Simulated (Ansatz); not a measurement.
# What SrLiH3 (model cell, started as cubic perovskite with Sr in the octahedra) distorts into

Aim: this structure of SrLiH3 (model cell, started as cubic perovskite with Sr in the octahedra) is to be tested for unstable modes, and one is followed downhill.

Calculated with Ansatz 0.2.0; DFT PBEsol, scalar-relativistic, plane waves, PAW.

This is a report of a sequence of runs, with most program output left out.

The structure was built from a prototype and need not be the compound's stable phase.

## 1. Starting point

The structure is cubic, space group Pm-3m (No. 221). Conventional cell: a = 4.592 Å, b = 4.592 Å, c = 4.592 Å, α = 90.00°, β = 90.00°, γ = 90.00°. Li has 12 H at 3.25 Å nearest. Sr has 6 H at 2.30 Å nearest. H has 2 Sr at 2.30 Å nearest. Farther neighbours are not listed.

Coordinates:

```cif
data_structure
_symmetry_space_group_name_H-M 'P 1'
_symmetry_Int_Tables_number 1
_cell_length_a 4.5924
_cell_length_b 4.5924
_cell_length_c 4.5924
_cell_angle_alpha 90.000
_cell_angle_beta 90.000
_cell_angle_gamma 90.000
_cell_volume 96.85
loop_
_atom_site_label
_atom_site_type_symbol
_atom_site_fract_x
_atom_site_fract_y
_atom_site_fract_z
_atom_site_occupancy
Li1 Li 0.00000 0.00000 0.00000 1
Sr2 Sr 0.50000 0.50000 0.50000 1
H3 H 0.50000 0.50000 0.00000 1
H4 H 0.50000 0.00000 0.50000 1
H5 H 0.00000 0.50000 0.50000 1
```

## 2. Phonons on a q mesh

The cell comes from relaxations at this level that are not shown. Stability and thermal properties need the whole zone. Linear response on a 4×4×4 q mesh gives force constants as far as a supercell of that size would, and the tensors from the zone-centre run are typed in so that the long-range dipole term is interpolated apart.

File input.yaml:

```yaml
crystal:
  lattice:
    - [4.5923772974, 0.0, 0.0]
    - [0.0, 4.5923772974, 0.0]
    - [0.0, 0.0, 4.5923772974]
  atoms:
    - { symbol: Li, position: [0.0, 0.0, 0.0] }
    - { symbol: Sr, position: [0.5, 0.5, 0.5] }
    - { symbol: H, position: [0.5, 0.5, 0.0] }
    - { symbol: H, position: [0.5, 0.0, 0.5] }
    - { symbol: H, position: [0.0, 0.5, 0.5] }
kpoints:
  mp_grid: { grid: [8, 8, 8] }
hamiltonian:
  xc: pbesol
scf:
  occupations: { method: fixed }
output:
  eigenvalues: true
phonons:
  method: dfpt
  qmesh: [4, 4, 4]
  temperatures: { t_max: 1000, t_step: 50 }
  qpath:
    path:
      - [[0.0, 0.0, 0.0], [0.0, 0.5, 0.0], [0.5, 0.5, 0.0], [0.0, 0.0, 0.0], [0.5, 0.5, 0.5], [0.0, 0.5, 0.0]]
      - [[0.5, 0.5, 0.5], [0.5, 0.5, 0.0]]
    npoints: 10
  non_analytic_term:
    high_frequency_dielectric_tensor: [[3.8409, 0.0, 0.0], [0.0, 3.8409, 0.0], [0.0, 0.0, 3.8409]]
    born_effective_charges:
      - { species: Li, tensor: [[1.4242, 0.0, 0.0], [0.0, 1.4242, 0.0], [0.0, 0.0, 1.4242]] }
      - { species: Sr, tensor: [[1.5973, 0.0, 0.0], [0.0, 1.5973, 0.0], [0.0, 0.0, 1.5973]] }
      - { species: H, tensor: [[-1.0177, 0.0, 0.0], [0.0, -1.0177, 0.0], [0.0, 0.0, -0.9862]] }
      - { species: H, tensor: [[-1.0177, 0.0, 0.0], [0.0, -0.9862, 0.0], [0.0, 0.0, -1.0177]] }
      - { species: H, tensor: [[-0.9862, 0.0, 0.0], [0.0, -1.0177, 0.0], [0.0, 0.0, -1.0177]] }
    source: "zone-centre run at this cell"
```

The run is started by

```sh
> ansatz run input.yaml --threads 8 --pin off --max-ram 14336MiB --backend cpu --events-out ev --progress --plain --runs-dir out
```

It took 2 min on 8 threads of Arm Neoverse V2, shared host; peak memory 1.5 GiB.

This step gave:

```yaml
gap_on_the_k_mesh: 1.664 eV
volume_per_atom: 19.37 Å³
sum_rule_residual_before_enforcement: 7.77e-5 eV/Å²
lowest_frequency_on_the_path: -559.6 cm⁻¹
point_group: m-3m
highest_frequency_on_the_path_or_at_a_solved_wavevector: 1389 cm⁻¹
highest_optical_mode_at_the_zone_centre_no_lo_to_term: 1287 cm⁻¹
lowest_optical_zone_centre_mode: -421.0 cm⁻¹
lowest_mode_on_the_q_mesh_acoustic_modes_at_gamma_apart: -559.6 cm⁻¹
```

Frequencies (cm⁻¹) solved at each irreducible wavevector; negative means imaginary. Frequencies by wavevector, by row:

```tsv
q in reciprocal lattice units	star	mode 1	mode 2	mode 3	mode 4	mode 13	mode 14	mode 15
0 0 0	1	-421	-421	-421	-418.9	1287	1287	1287
0 0 0.25	6	-409.6	-409.6	-380.7	-380.7	1287	1287	1351
0 0 -0.5	3	-396.7	-396.7	-347	-347	1286	1286	1363
0 0.25 0.25	12	-478.1	-380.4	-370.6	-356.9	1286	1296	1357
0 0.25 -0.5	12	-495.1	-370.4	-340.8	-323.3	1286	1299	1367
0 -0.5 -0.5	3	-553.4	-361.6	-361.6	-282.2	1286	1307	1376
0.25 0.25 0.25	8	-491.7	-465.4	-465.4	-280.3	1296	1296	1363
0.25 0.25 -0.5	12	-508.6	-478.6	-471.7	-294.2	1295	1300	1372
0.25 -0.5 -0.5	6	-556.5	-495.6	-495.6	-283.3	1297	1306	1381
-0.5 -0.5 -0.5	1	-559.6	-559.6	-559.6	-280.4	1306	1306	1388
```

Interpolated from a 4×4×4 q mesh, with the LO-TO term (at Γ the limit along the path; where Γ stands inside the path, tables give the limit on arrival). The phonon branches at the labelled points (cm⁻¹):

```tsv
point	branch 1	branch 2	branch 3	branch 4	branch 12	branch 13	branch 14	branch 15
Γ	-421	-421	-421	-419	412	1287	1287	1341
halfway	-410	-410	-381	-381	432	1287	1287	1351
X	-397	-397	-347	-347	452	1286	1286	1363
halfway	-495	-370	-341	-323	473	1286	1299	1367
M	-553	-362	-362	-282	488	1286	1307	1376
halfway	-478	-380	-371	-357	451	1286	1296	1357
Γ	-421	-421	-421	-419	412	1287	1287	1341
halfway	-492	-465	-465	-280	469	1296	1296	1363
R	-560	-560	-560	-280	523	1306	1306	1388
halfway	-509	-479	-472	-294	491	1295	1300	1372
X	-397	-397	-347	-347	452	1286	1286	1363
jump to R	-560	-560	-560	-280	523	1306	1306	1388
halfway	-556	-496	-496	-283	507	1297	1306	1381
M	-553	-362	-362	-282	488	1286	1307	1376
```

Symmetry leaves 10 wavevectors to solve. The lowest mode among them, the acoustic zeros apart, lies at q = (-0.5, -0.5, -0.5) and is imaginary, 559.6i cm⁻¹, so the energy falls along it.

## 3. The mode frozen in, largest atomic shift 0 Å

The mode followed lies at q = (0.25, -0.5, -0.5) with frequency 556.5i cm⁻¹, one of the unstable modes though not the softest. At small amplitude the distorted cell has space group no. 140 by a symmetry search on the positions. The undistorted cell that holds it gives the zero of energy on the same k mesh.

System of this step: SrLiH3 (model cell, started as cubic perovskite with Sr in the octahedra). It takes space group Pm-3m (No. 221, cubic). The conventional cell has a = 4.592 Å, b = 4.592 Å, c = 4.592 Å, α = 90.00°, β = 90.00°, γ = 90.00°. Nearest to Li lie 12 H at 3.25 Å. Sr has 6 H at 2.30 Å nearest. H has 2 Sr at 2.30 Å nearest. H has 2 Sr at 2.30 Å nearest. Farther neighbours are not listed.

File input.yaml:

```yaml
crystal:
  lattice:
    - [0.0, -4.5923772974, -4.5923772974]
    - [0.0, -4.5923772974, 4.5923772974]
    - [-9.1847545949, -4.5923772974, 0.0]
  atoms:
    - { symbol: Li, position: [0.25, 0.25, 0.5] }
    - { symbol: Li, position: [0.75, 0.75, 0.5] }
    - { symbol: Li, position: [0.0, 0.0, 1.0] }
    - { symbol: Li, position: [0.5, 0.5, 1.0] }
    - { symbol: Sr, position: [0.375, 0.875, 0.25] }
    - { symbol: Sr, position: [0.875, 0.375, 0.25] }
    - { symbol: Sr, position: [0.125, 0.625, 0.75] }
    - { symbol: Sr, position: [0.625, 0.125, 0.75] }
    - { symbol: H, position: [0.125, 0.125, 0.25] }
    - { symbol: H, position: [0.625, 0.625, 0.25] }
    - { symbol: H, position: [0.875, 0.875, 0.75] }
    - { symbol: H, position: [0.375, 0.375, 0.75] }
    - { symbol: H, position: [0.625, 0.125, 0.25] }
    - { symbol: H, position: [0.125, 0.625, 0.25] }
    - { symbol: H, position: [0.375, 0.875, 0.75] }
    - { symbol: H, position: [0.875, 0.375, 0.75] }
    - { symbol: H, position: [0.5, 0.0, 0.0] }
    - { symbol: H, position: [0.0, 0.5, 0.0] }
    - { symbol: H, position: [0.25, 0.75, 0.5] }
    - { symbol: H, position: [0.75, 0.25, 0.5] }
kpoints:
  mp_grid: { grid: [4, 4, 4] }
hamiltonian:
  xc: pbesol
scf:
  occupations: { method: gaussian, width: 0.02 }
output:
  forces: true
  stress: true
  eigenvalues: true
```

It took 1.7 s on 8 threads; peak memory 1.2 GiB; 12 s of CPU time.

This step gave:

```
pressure                         : -0.001799 GPa
energy from the undistorted cell : 0 meV/atom
```

At this level the gap is 1.66 eV on the k-mesh of the self-consistent run, which can miss the band edges.

## 4. The mode frozen in, largest atomic shift 0.6 Å

The atoms are moved along the unstable eigenvector, the largest shift by 0.6 Å, with the cell fixed.

input.yaml: that of step 3 with these lines changed.

```diff
@@ -14,10 +14,10 @@
     - { symbol: Sr, position: [0.625, 0.125, 0.75] }
-    - { symbol: H, position: [0.125, 0.125, 0.25] }
-    - { symbol: H, position: [0.625, 0.625, 0.25] }
-    - { symbol: H, position: [0.875, 0.875, 0.75] }
-    - { symbol: H, position: [0.375, 0.375, 0.75] }
-    - { symbol: H, position: [0.625, 0.125, 0.25] }
-    - { symbol: H, position: [0.125, 0.625, 0.25] }
-    - { symbol: H, position: [0.375, 0.875, 0.75] }
-    - { symbol: H, position: [0.875, 0.375, 0.75] }
+    - { symbol: H, position: [0.059674357, 0.059674357, 0.25] }
+    - { symbol: H, position: [0.690325643, 0.690325643, 0.25] }
+    - { symbol: H, position: [0.940325643, 0.940325643, 0.75] }
+    - { symbol: H, position: [0.309674357, 0.309674357, 0.75] }
+    - { symbol: H, position: [0.559674357, 0.190325643, 0.25] }
+    - { symbol: H, position: [0.190325643, 0.559674357, 0.25] }
+    - { symbol: H, position: [0.440325643, 0.809674357, 0.75] }
+    - { symbol: H, position: [0.809674357, 0.440325643, 0.75] }
     - { symbol: H, position: [0.5, 0.0, 0.0] }
```

The job ended after 1.6 s (8 threads; peak memory 1.2 GiB; 11 s of CPU time).

Numbers from this step:

| Quantity | Value |
| --- | --- |
| pressure | -1.177 GPa |
| gap on the k-mesh | 1.657 eV |
| energy from the undistorted cell | -59.06 meV/atom |

The energy, extrapolated to zero smearing, is -59.06 meV/atom against the undistorted cell.

The run ends at a pressure of -1.18 GPa, with forces up to 0.32 eV/Å.

## 5. Energy along the mode, all amplitudes (two of the runs are shown above)

An imaginary frequency means negative curvature, so the energy should fall and then rise again as anharmonic terms take over.

This step gave:

```yaml
depth_at_the_lowest_point_sampled: 59.06 meV/atom
largest_atomic_shift_at_that_point: 0.6 Å
```

Energy from the parent against largest atomic shift:

```tsv
largest atomic shift (Å)	energy from the parent (meV/atom)
0.000	0
0.040	-0.367
0.080	-1.46
0.140	-4.42
0.220	-10.6
0.320	-21.4
0.450	-38.5
0.600	-59.1
```

Displacement at unit largest shift by atom:

```tsv
atom	x (Å)	y (Å)	z (Å)	size
Li1	0.00	0.00	0.00	0.00
Li2	0.00	0.00	0.00	0.00
Li3	0.00	0.00	0.00	0.00
Li4	0.00	0.00	0.00	0.00
Sr5	0.00	0.00	0.00	0.00
Sr6	0.00	0.00	0.00	0.00
Sr7	0.00	0.00	0.00	0.00
Sr8	0.00	0.00	0.00	0.00
H9	0.00	1.00	0.00	1.00
H10	0.00	-1.00	0.00	1.00
H11	0.00	-1.00	0.00	1.00
H12	0.00	1.00	0.00	1.00
H13	0.00	0.00	1.00	1.00
H14	0.00	0.00	-1.00	1.00
H15	0.00	0.00	-1.00	1.00
H16	0.00	0.00	1.00	1.00
H17	0.00	0.00	0.00	0.00
H18	0.00	0.00	0.00	0.00
H19	0.00	0.00	0.00	0.00
H20	0.00	0.00	0.00	0.00
```

The lowest of the steps tried is the last one, at 0.6 Å, 59.1 meV/atom below the parent; the bottom of the well need not coincide with a step.

## 6. Relaxing from the distorted cell

Starting from the lowest point found, all atoms and the cell are let go, so that strain and other modes of the same symmetry can join in.

input.yaml: that of step 4 with these lines changed.

```diff
@@ -31,3 +31,3 @@
 scf:
-  occupations: { method: gaussian, width: 0.02 }
+  occupations: { method: fixed }
 output:
@@ -36 +36,6 @@
   eigenvalues: true
+relax:
+  adjacent_minimum: "off"
+  f_tol: 0.002
+  max_steps: 120
+  cell: { stress_tol: 0.03 }
```

It took 14 s on 8 threads; peak memory 1.2 GiB; 1.8 min of CPU time.

Step by step:

```tsv
step	energy less that of the first step (eV)	largest force component (eV/Å)	pressure (GPa)	volume (Å³)
1	0.0000	0.3234	-1.18	387.41
2	-0.5527	0.2143	-0.88	369.56
3	-0.7840	0.0420	0.19	343.94
4	-0.7907	0.0268	0.00	346.71
5	-0.7911	0.0016	-0.01	347.05
6	-0.7911	0.0147	0.01	346.84
7	-0.7912	0.0008	0.00	346.88
8*	-0.7810	0.0008	-0.02	346.88
```

Relaxation steps marked * repeat the geometry before them on a plane-wave basis chosen anew for their cell, so energy and pressure can jump there. Relaxation step 6 was tried and not accepted.

The run keeps the 16 symmetry operations that it works with, so distortions that break them were not tested.

```tsv
conventional cell, symmetrised	before	after	change
a (Å)	6.495	6.258	-3.6 %
b (Å)	6.495	6.258	-3.6 %
c (Å)	18.370	17.717	-3.6 %
volume (Å³/atom)	19.37	17.34	-10.5 %
```

The atoms that moved most (Å, as changes of fractional coordinates times the final cell):

```tsv
atom	dx	dy	dz	length
H10	-0.013	-0.355	0.000	0.355
H11	0.013	-0.355	0.000	0.355
H13	-0.013	0.000	0.355	0.355
H14	-0.013	0.000	-0.355	0.355
H9	-0.013	0.355	0.000	0.355
H16	0.013	0.000	0.355	0.355
H15	0.013	0.000	-0.355	0.355
H12	0.013	0.355	0.000	0.355
```

The relaxed structure:

```cif
data_structure
_symmetry_space_group_name_H-M 'P 1'
_symmetry_Int_Tables_number 1
_cell_length_a 6.2577
_cell_length_b 6.2577
_cell_length_c 9.9020
_cell_angle_alpha 71.580
_cell_angle_beta 71.580
_cell_angle_gamma 90.000
_cell_volume 346.88
loop_
_atom_site_label
_atom_site_type_symbol
_atom_site_fract_x
_atom_site_fract_y
_atom_site_fract_z
_atom_site_occupancy
Li1 Li 0.25000 0.25000 0.50000 1
Li2 Li 0.75000 0.75000 0.50000 1
Li3 Li 0.00000 0.00000 0.00000 1
Li4 Li 0.50000 0.50000 0.00000 1
Sr5 Sr 0.37473 0.87473 0.25055 1
Sr6 Sr 0.87473 0.37473 0.25055 1
Sr7 Sr 0.12527 0.62527 0.74945 1
Sr8 Sr 0.62527 0.12527 0.74945 1
H9 H 0.01883 0.01883 0.25146 1
H10 H 0.72971 0.72971 0.25146 1
H11 H 0.98117 0.98117 0.74854 1
H12 H 0.27029 0.27029 0.74854 1
H13 H 0.51883 0.22971 0.25146 1
H14 H 0.22971 0.51883 0.25146 1
H15 H 0.48117 0.77029 0.74854 1
H16 H 0.77029 0.48117 0.74854 1
H17 H 0.50000 0.00000 0.00000 1
H18 H 0.00000 0.50000 0.00000 1
H19 H 0.25000 0.75000 0.50000 1
H20 H 0.75000 0.25000 0.50000 1
```

This step gave:

* pressure: -0.02432 GPa
* gap on the k-mesh: 1.173 eV
* volume per atom: 17.34 Å³

The distorted start has space group I4/mcm; the relaxation ends in I4/mcm.

## 7. What came out

| Item | Value |
| --- | --- |
| unstable mode of the parent | q = (0.25, -0.5, -0.5), 556i cm⁻¹ |
| depth at the lowest point sampled | 59.1 meV/atom |
| largest atomic shift at that point | 0.6 Å |
| space group reached (within 0.01 Å) | I4/mcm |
| energy gained over the parent (first relaxation, on the mesh of the frozen mode) | 98.1 meV/atom |
| volume per atom, phase reached | 17.3 Å³ |
| gap on the k-mesh, phase reached | 1.17 eV |

**Reading.** Along this mode the structure falls into I4/mcm, 98.1 meV/atom below the parent. At the parent's cell the well is 59.06 meV/atom deep on the steps tried, with its lowest point at a shift of 0.6 Å. That is the last step tried, so the steps alone don't bracket the bottom of the well. Relaxing atoms and cell changes the gain by +39.05 meV/atom against the lowest step (energies at zero smearing). The modes of the phase reached were not computed on this path. Of the 5 patterns followed to their end from this parent, this one ends 214 meV/atom above the lowest, R-3c. Another end point lies within 1 meV/atom; how such a difference moves with mesh and cutoff was not tested. Each path keeps the symmetry of its pattern, so a lower phase may lie along a pattern not tried. The volume moved by more than a tenth on the k mesh of the start, so the energy gain is rough. The starting cell was built on a prototype and not taken from a measurement, so the phase need not exist.

[Logs are printed without paths, hosts, clocks, repeated set-up lines and the standing remarks that a program may print on its own settings, such as how far it seeks lower states.]

[Hosts, paths, dates, database ids (printed as entryN), source tags and the programs' standing remarks are cut or masked in the printed files.]
